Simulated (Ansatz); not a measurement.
# Work function of W(100): what the settings cost and change, part 2 of 2

How thick a slab and how much vacuum does the work function of W(100) need?

Ansatz 0.2.0; plane-wave DFT, PBE, Ansatz PAW.

So far, work function, upper face (eV): step 2 (run, setting 1 layer) 4.98; step 4 (slab, 3 atoms) 4.35; step 5 (run, 4 atoms) 4.18; step 6 (run, 5 atoms) 4.23; step 7 (slab, 6 atoms) 4.22.

## Step 8: Slab, 8 atoms

System of this step: W(100). The cell holds 8 atoms: 8 W. Cell: a = 3.160 Å, b = 3.160 Å, c = 29.060 Å, α = 90.0°, β = 90.0°, γ = 90.0°. Vacuum lies along c.

input.yaml

```yaml
crystal:
  lattice:
    - [3.16, 0.0, 0.0]
    - [0.0, 3.16, 0.0]
    - [0.0, 0.0, 29.06]
  atoms:
    - { symbol: W, position: [0.5, 0.5, 0.3097040606] }
    - { symbol: W, position: [0.0, 0.0, 0.364074329] }
    - { symbol: W, position: [0.5, 0.5, 0.4184445974] }
    - { symbol: W, position: [0.0, 0.0, 0.4728148658] }
    - { symbol: W, position: [0.5, 0.5, 0.5271851342] }
    - { symbol: W, position: [0.0, 0.0, 0.5815554026] }
    - { symbol: W, position: [0.5, 0.5, 0.635925671] }
    - { symbol: W, position: [0.0, 0.0, 0.6902959394] }
kpoints:
  mp_grid: { grid: [13, 13, 1] }
hamiltonian:
  xc: pbe
scf:
  occupations: { method: fermi_dirac, width: 0.1 }
  convergence: { dr2_threshold: 1.0e-09 }
efield:
  axis: 3
  dipole_correction: true
  ramp_position: 0.97
  ramp_width: 0.06
output:
  write_potential: true
  write_density: true
  volumetric_format: npy
```

Started as:

```sh
ansatz run input.yaml --threads 2 --pin off --max-ram 3072MiB --backend cpu --events-out ev --progress --plain --runs-dir out
```

Numbers of over 12 decimals in the logs are rounded to 6 here.

What it wrote:

```text
[...]
Crystal: 8 atoms, lattice volume = 290.182 Å³
Basis set: ecut = 420 eV, 5681 PW (Γ)
Bands: 68, of which v1, the nominal top of the filled ones, is band 56 counted from 1 (55 counted from 0)
Symmetry: 8 space group operations
k-points: 28 of 169
[...]
k-point 0: bands = [... 52 lower, 7.0630, 7.1618, 7.1989, 7.1989, 7.2691, 7.2758, 7.8386, 7.9529, ... 8 higher]
  k-point 1: bands = [... 52 lower, 7.0197, 7.0461, 7.1648, 7.2245, 7.3980, 7.6411, 7.7477, 8.1007, ... 8 higher]
  k-point 2: bands = [... 52 lower, 6.8645, 6.9758, 7.0021, 7.5575, 7.7537, 7.9123, 7.9247, 8.1247, ... 8 higher]
  k-point 27: bands = [... 52 lower, 7.3400, 7.3634, 9.3892, 9.3955, 9.4210, 9.4514, 9.4846, 9.5598, ... 8 higher]
[key lines of the parts left out:]
SCF converged after 11 iterations
Free energy (F): -83073.394433 eV
Fermi energy:    7.550796 eV
Dipole field:    D = 0.000000 V/Å  (p = 0.000000 e·Å, saw-weighted, corrected)
Work function:   Φ+ = 4.2129 eV   Φ− = 4.2129 eV
```

The job ended after 99 s (2 threads of Arm Neoverse N1, shared host; peak memory 0.86 GiB).

The work function is 4.213 eV, -0.003 eV from the run “6 layers”, at 1.8 times its CPU time.

## Step 9: Slab, 10 atoms

System of this step: W(100). The cell holds 10 atoms: 10 W. Its edges and angles: a = 3.160 Å, b = 3.160 Å, c = 32.220 Å, α = 90.0°, β = 90.0°, γ = 90.0°. Vacuum lies along c.

input.yaml, the sections that differ from step 8:

```yaml
crystal:
  lattice:
    - [3.16, 0.0, 0.0]
    - [0.0, 3.16, 0.0]
    - [0.0, 0.0, 32.22]
  atoms:
    - { symbol: W, position: [0.5, 0.5, 0.2793296089] }
    - { symbol: W, position: [0.0, 0.0, 0.3283674736] }
    - { symbol: W, position: [0.5, 0.5, 0.3774053383] }
    - { symbol: W, position: [0.0, 0.0, 0.426443203] }
    - { symbol: W, position: [0.5, 0.5, 0.4754810677] }
    - { symbol: W, position: [0.0, 0.0, 0.5245189323] }
    - { symbol: W, position: [0.5, 0.5, 0.573556797] }
    - { symbol: W, position: [0.0, 0.0, 0.6225946617] }
    - { symbol: W, position: [0.5, 0.5, 0.6716325264] }
    - { symbol: W, position: [0.0, 0.0, 0.7206703911] }
# kpoints, hamiltonian, scf, efield, output: as in step 8
```

What it wrote:

```text
[...]
Crystal: 10 atoms, lattice volume = 321.736 Å³
Basis set: ecut = 420 eV, 6331 PW (Γ)
Bands: 84, of which v1, the nominal top of the filled ones, is band 70 counted from 1 (69 counted from 0)
Symmetry: 8 space group operations
k-points: 28 of 169
[...]
k-point 0: bands = [... 66 lower, 8.3033, 8.6565, 8.6565, 8.7608, 8.7669, 8.8143, 9.2588, 9.2588, ... 10 higher]
  k-point 1: bands = [... 66 lower, 8.4879, 8.6600, 8.6882, 8.7162, 8.8038, 8.9974, 9.2923, 9.3670, ... 10 higher]
  k-point 2: bands = [... 66 lower, 8.3409, 8.6255, 8.6907, 9.0723, 9.1581, 9.3460, 9.4525, 9.5241, ... 10 higher]
  k-point 27: bands = [... 66 lower, 9.0438, 9.0505, 10.8895, 10.8998, 10.9027, 10.9194, 10.9940, 11.0191, ... 10 higher]
[key lines of the parts left out:]
SCF converged after 11 iterations
Free energy (F): -103843.055954 eV
Fermi energy:    9.037947 eV
Dipole field:    D = 0.000000 V/Å  (p = 0.000001 e·Å, saw-weighted, corrected)
Work function:   Φ+ = 4.2206 eV   Φ− = 4.2207 eV
```

The job ended after 2.5 min (2 threads; peak memory 1.1 GiB; 4.2 min of CPU time).

The work function is 4.221 eV, +0.008 eV from the run “8 layers”, at 1.5 times its CPU time.

## Step 10: Run, 13 atoms

System of this step: W(100). The cell holds 13 atoms: 13 W. Cell: a = 3.160 Å, b = 3.160 Å, c = 36.960 Å, α = 90.0°, β = 90.0°, γ = 90.0°. Vacuum lies along c.

input.yaml, the sections that differ from step 9:

```yaml
crystal:
  lattice:
    - [3.16, 0.0, 0.0]
    - [0.0, 3.16, 0.0]
    - [0.0, 0.0, 36.96]
  atoms:
    - { symbol: W, position: [0.0, 0.0, 0.2435064935] }
    - { symbol: W, position: [0.5, 0.5, 0.2862554113] }
    - { symbol: W, position: [0.0, 0.0, 0.329004329] }
    - { symbol: W, position: [0.5, 0.5, 0.3717532468] }
    - { symbol: W, position: [0.0, 0.0, 0.4145021645] }
    - { symbol: W, position: [0.5, 0.5, 0.4572510823] }
    - { symbol: W, position: [0.0, 0.0, 0.5] }
    - { symbol: W, position: [0.5, 0.5, 0.5427489177] }
    - { symbol: W, position: [0.0, 0.0, 0.5854978355] }
    - { symbol: W, position: [0.5, 0.5, 0.6282467532] }
    - { symbol: W, position: [0.0, 0.0, 0.670995671] }
    - { symbol: W, position: [0.5, 0.5, 0.7137445887] }
    - { symbol: W, position: [0.0, 0.0, 0.7564935065] }
# kpoints, hamiltonian, scf, efield, output: as in step 9
```

What it wrote:

```text
[...]
Crystal: 13 atoms, lattice volume = 369.068 Å³
Basis set: ecut = 420 eV, 7259 PW (Γ)
Bands: 110, of which v1, the nominal top of the filled ones, is band 91 counted from 1 (90 counted from 0)
Symmetry: 8 space group operations
k-points: 28 of 169
[...]
k-point 1: bands = [... 87 lower, 10.3464, 10.3815, 10.4567, 10.4869, 10.5546, 10.8254, 10.8404, 10.9781, ... 15 higher]
  k-point 2: bands = [... 87 lower, 10.2929, 10.3262, 10.8534, 10.8602, 10.8712, 10.9559, 11.1283, 11.1922, ... 15 higher]
  k-point 27: bands = [... 87 lower, 10.9586, 10.9959, 12.6543, 12.6566, 12.6699, 12.6726, 12.7663, 12.7674, ... 15 higher]
[key lines of the parts left out:]
SCF converged after 11 iterations
Free energy (F): -134997.528035 eV
Fermi energy:    10.796823 eV
Dipole field:    D = 0.000001 V/Å  (p = 0.000001 e·Å, saw-weighted, corrected)
Work function:   Φ+ = 4.2118 eV   Φ− = 4.2118 eV
```

Run time: 4.3 min. Hardware: 2 threads; peak memory 1.5 GiB; 7.4 min of CPU time.

The work function is 4.212 eV, -0.009 eV from the run “10 layers”, at 1.8 times its CPU time.

## Step 11: Slab, 7 atoms

System of this step: W(100). The cell holds 7 atoms: 7 W. Cell: a = 3.160 Å, b = 3.160 Å, c = 19.480 Å, α = 90.0°, β = 90.0°, γ = 90.0°. Vacuum lies along c.

input.yaml, the sections that differ from step 10:

```yaml
crystal:
  lattice:
    - [3.16, 0.0, 0.0]
    - [0.0, 3.16, 0.0]
    - [0.0, 0.0, 19.48]
  atoms:
    - { symbol: W, position: [0.0, 0.0, 0.2566735113] }
    - { symbol: W, position: [0.5, 0.5, 0.3377823409] }
    - { symbol: W, position: [0.0, 0.0, 0.4188911704] }
    - { symbol: W, position: [0.5, 0.5, 0.5] }
    - { symbol: W, position: [0.0, 0.0, 0.5811088296] }
    - { symbol: W, position: [0.5, 0.5, 0.6622176591] }
    - { symbol: W, position: [0.0, 0.0, 0.7433264887] }
# kpoints, hamiltonian, scf, efield, output: as in step 10
```

What it wrote:

```text
[...]
Crystal: 7 atoms, lattice volume = 194.519 Å³
Basis set: ecut = 420 eV, 3841 PW (Γ)
Bands: 59, of which v1, the nominal top of the filled ones, is band 49 counted from 1 (48 counted from 0)
Symmetry: 8 space group operations
k-points: 28 of 169
[...]
k-point 1: bands = [... 45 lower, 10.5802, 10.5968, 10.7833, 10.9376, 10.9502, 11.1364, 11.5010, 11.8977, ... 6 higher]
  k-point 2: bands = [... 45 lower, 10.4154, 10.4814, 10.9177, 11.0077, 11.2492, 11.2568, 11.9525, 11.9626, ... 6 higher]
  k-point 27: bands = [... 45 lower, 10.7560, 10.7958, 12.9713, 12.9720, 13.0199, 13.0642, 13.0723, 13.2002, ... 6 higher]
[key lines of the parts left out:]
SCF converged after 11 iterations
Free energy (F): -72688.588385 eV
Fermi energy:    11.160392 eV
Dipole field:    D = 0.000001 V/Å  (p = 0.000001 e·Å, saw-weighted, corrected)
Work function:   Φ+ = 4.1952 eV (in doubt: plateau slope 7.2e-2 eV/Å)   Φ− = 4.1993 eV (in doubt: plateau slope 5.2e-2 eV/Å)
```

Wall time 54 s (2 threads); peak memory 0.6 GiB; 92 s of CPU time.

The work function is 4.195 eV. The program marks this work function as in doubt.

## Step 12: Run, 7 atoms

The cell differs from the one that the last finished run ended in (c 19.480 → 23.480 Å).

input.yaml, the sections that differ from step 11:

```yaml
crystal:
  lattice:
    - [3.16, 0.0, 0.0]
    - [0.0, 3.16, 0.0]
    - [0.0, 0.0, 23.48]
  atoms:
    - { symbol: W, position: [0.0, 0.0, 0.2981260647] }
    - { symbol: W, position: [0.5, 0.5, 0.3654173765] }
    - { symbol: W, position: [0.0, 0.0, 0.4327086882] }
    - { symbol: W, position: [0.5, 0.5, 0.5] }
    - { symbol: W, position: [0.0, 0.0, 0.5672913118] }
    - { symbol: W, position: [0.5, 0.5, 0.6345826235] }
    - { symbol: W, position: [0.0, 0.0, 0.7018739353] }
# kpoints, hamiltonian, scf, efield, output: as in step 11
```

What it wrote:

```text
[...]
Crystal: 7 atoms, lattice volume = 234.462 Å³
Basis set: ecut = 420 eV, 4615 PW (Γ)
Bands: 59, of which v1, the nominal top of the filled ones, is band 49 counted from 1 (48 counted from 0)
Symmetry: 8 space group operations
k-points: 28 of 169
[...]
k-point 0: bands = [... 45 lower, 7.9110, 7.9110, 8.2339, 8.2363, 8.2876, 8.5619, 8.5619, 9.2000, ... 6 higher]
  k-point 1: bands = [... 45 lower, 7.9651, 7.9788, 8.1695, 8.3140, 8.3334, 8.5196, 8.8884, 9.2805, ... 6 higher]
  k-point 2: bands = [... 45 lower, 7.8001, 7.8626, 8.3009, 8.3908, 8.6291, 8.6422, 9.3406, 9.3457, ... 6 higher]
  k-point 27: bands = [... 45 lower, 8.1391, 8.1789, 10.3542, 10.3549, 10.4030, 10.4470, 10.4553, 10.5833, ... 6 higher]
[key lines of the parts left out:]
SCF converged after 11 iterations
Free energy (F): -72688.588115 eV
Fermi energy:    8.543573 eV
Dipole field:    D = 0.000000 V/Å  (p = 0.000000 e·Å, saw-weighted, corrected)
Work function:   Φ+ = 4.2057 eV   Φ− = 4.2058 eV
```

The job ended after 66 s (2 threads; peak memory 0.68 GiB; 1.9 min of CPU time).

The work function is 4.206 eV, +0.011 eV from the run “7 layers, 10 Å of vacuum”, at 1.2 times its CPU time.

## Step 13: Slab, 7 atoms (run 2)

The cell differs from the one that the last finished run ended in (c 23.480 → 35.480 Å).

input.yaml, the sections that differ from step 12:

```yaml
crystal:
  lattice:
    - [3.16, 0.0, 0.0]
    - [0.0, 3.16, 0.0]
    - [0.0, 0.0, 35.48]
  atoms:
    - { symbol: W, position: [0.0, 0.0, 0.3664036077] }
    - { symbol: W, position: [0.5, 0.5, 0.4109357384] }
    - { symbol: W, position: [0.0, 0.0, 0.4554678692] }
    - { symbol: W, position: [0.5, 0.5, 0.5] }
    - { symbol: W, position: [0.0, 0.0, 0.5445321308] }
    - { symbol: W, position: [0.5, 0.5, 0.5890642616] }
    - { symbol: W, position: [0.0, 0.0, 0.6335963923] }
# kpoints, hamiltonian, scf, efield, output: as in step 12
```

What it wrote:

```text
[...]
Crystal: 7 atoms, lattice volume = 354.289 Å³
Basis set: ecut = 420 eV, 6999 PW (Γ)
Bands: 59, of which v1, the nominal top of the filled ones, is band 49 counted from 1 (48 counted from 0)
Symmetry: 8 space group operations
k-points: 28 of 169
[...]
k-point 0: bands = [... 45 lower, 3.5989, 3.5989, 3.9218, 3.9243, 3.9753, 4.2498, 4.2498, 4.8879, ... 6 higher]
  k-point 1: bands = [... 45 lower, 3.6530, 3.6667, 3.8574, 4.0018, 4.0213, 4.2074, 4.5763, 4.9684, ... 6 higher]
  k-point 2: bands = [... 45 lower, 3.4880, 3.5504, 3.9888, 4.0787, 4.3169, 4.3302, 5.0286, 5.0336, ... 6 higher]
  k-point 27: bands = [... 45 lower, 3.8270, 3.8668, 6.0421, 6.0428, 6.0909, 6.1349, 6.1432, 6.2712, ... 6 higher]
[key lines of the parts left out:]
SCF converged after 11 iterations
Free energy (F): -72688.588091 eV
Fermi energy:    4.231457 eV
Dipole field:    D = 0.000000 V/Å  (p = 0.000000 e·Å, saw-weighted, corrected)
Work function:   Φ+ = 4.2059 eV   Φ− = 4.2059 eV
```

The job ended after 98 s (2 threads; peak memory 0.9 GiB).

The work function is 4.206 eV, +0.000 eV from the run “7 layers, 14 Å of vacuum”, at 1.5 times its CPU time.

## Step 14: Comparing the runs

Times are for 2 threads of Arm Neoverse N1, shared host. Results by setting:

```
no.                   setting  work function, upper face (eV)     time  memory (GiB)
  1                   1 layer                           4.982    7.5 s          0.42
  2                  2 layers                           4.112     13 s          0.42
  3                  3 layers                           4.347     22 s          0.45
  4                  4 layers                           4.175     31 s          0.51
  5                  5 layers                           4.233     45 s          0.59
  6                  6 layers                           4.216     58 s          0.66
  7                  8 layers                           4.213     99 s          0.86
  8                 10 layers                           4.221  2.5 min           1.1
  9                 13 layers                           4.212  4.3 min           1.5
 10  7 layers, 10 Å of vacuum                           4.195     54 s           0.6
 11  7 layers, 14 Å of vacuum                           4.206     66 s          0.68
 12  7 layers, 26 Å of vacuum                           4.206     98 s           0.9
```

## Step 15: Varying the input

System of this step: W(100) monolayer. The cell holds 1 atom: 1 W. Its edges and angles: a = 3.160 Å, b = 3.160 Å, c = 18.000 Å, α = 90.0°, β = 90.0°, γ = 90.0°. Vacuum lies along c.

An input spoilt on purpose, to show how the run answers: it repeats the earlier run “1 layer” with efield.ramp_position from 0.97 to 0.475, and scf.max_iter set to 60; its output block differs too.

input.yaml, the sections that differ from step 13:

```yaml
crystal:
  lattice:
    - [3.16, 0.0, 0.0]
    - [0.0, 3.16, 0.0]
    - [0.0, 0.0, 18.0]
  atoms:
    - { symbol: W, position: [0.5, 0.5, 0.5] }
scf:
  occupations: { method: fermi_dirac, width: 0.1 }
  convergence: { dr2_threshold: 1.0e-09 }
  max_iter: 60
efield:
  axis: 3
  dipole_correction: true
  ramp_position: 0.475
  ramp_width: 0.06
# kpoints, hamiltonian, output: as in step 13
```

What it wrote:

```text
Engine: ansatz 0.2.0, aarch64-unknown-linux-gnu
Pseudopotentials: kind: paw
Pseudopotential: W, paw, valence charge 14, recommended cutoff 420 eV (normal), W.paw.azcp
Functional definition: PBE
  parameter kappa = 0.804
  parameter beta = 0.066725
  exchange = pbe_x(kappa = kappa, mu = beta*pi^2/3)
  correlation = pbe_c(beta = beta)
Crystal: 1 atoms, lattice volume = 179.741 Å³
Basis set: ecut = 420 eV, 3509 PW (Γ)
Bands: 11, of which v1, the nominal top of the filled ones, is band 7 counted from 1 (6 counted from 0)
Symmetry: 8 space group operations
k-points: 28 of 169
Non-local potential: W, projectors of the file, l = 0: 3, l = 1: 2, l = 2: 2, l = 3: 1
PAW form: soft (Blöchl's): semilocal exchange-correlation on the pseudo side does not see the compensation charge
PAW one-centre angular grid: W, 590 points (default); XC on 64 Gauss nodes
Initial density: superposition of atomic densities (neutral atoms: chi_scale 0, normalization atom), corrected by the library's trained network
Initial wavefunctions: pseudopotential atomic-orbital guess
Functional: x = pbe(κ = 0.804, μ = 0.219515), c = pbe(β = 0.066725)
Error: efield: ion 0 (W) at fractional coordinate 0.5000 along the field axis lies inside the sawtooth ramp with 2 of the planes that the density is read on at each end, [0.4590, 0.5510] — the ramp must sit in vacuum (an ion there feels the fictitious reversed slope); set or move the ramp (efield.ramp_position / ramp_width) or move the geometry
```

The job ended after 0.42 s (2 threads; peak memory 0.23 GiB).

The program refused the input before any cycle.

The program's message: “Error: efield: ion 0 (W) at fractional coordinate 0.5000 along the field axis lies inside the sawtooth ramp with 2 of the planes that the density is read on at each end, [0.4590, 0.5510] — the ramp mu …”

The fault put into the input: the ramp among the atoms.

## Step 16: Outcome

| Quantity | Value |
| --- | --- |
| work function, 1 layer | 4.982 eV |
| work function, 2 layers | 4.112 eV |
| work function, 6 layers | 4.216 eV |
| work function, 13 layers | 4.212 eV |

What this shows: The thickest slab gives 4.21 eV, and the settings tried spread the value from 4.11 to 4.98 eV. At 18 Å of vacuum, the slabs from 4 layers on stay within 0.04 eV of the thickest. Going from 10 to 26 Å of vacuum moves it by 0.011 eV. The program marks the value as in doubt in “7 layers, 10 Å of vacuum”. A compiled measured value is 4.65 eV (arxiv:1902.07811, 2019), but the real face reconstructs and these slabs don't, so it is no test of the method. The ladder's slabs use the tabulated experimental lattice constant (two decimals; a low-temperature value for the alkali metals). This open face is not relaxed here, and relaxation moves such faces by up to a few tenths of an eV. In 1 run of the series (7 layers, 10 Å of vacuum) the program warns that electrons reach the sawtooth's ramp, which makes dipole and work function less sure.

[Logs are printed without paths, hosts, clocks, repeated set-up lines and the standing remarks that a program may print on its own settings, such as how far it seeks lower states.]

[Hosts, paths, dates, database ids (printed as entryN), source tags and the programs' standing remarks are cut or masked in the printed files.]

[Maps of the electrostatic potential energy from Ansatz leave out the sawtooth potential of an applied field or a dipole correction, so their vacuum need not be flat; planar profiles and work functions include it.]
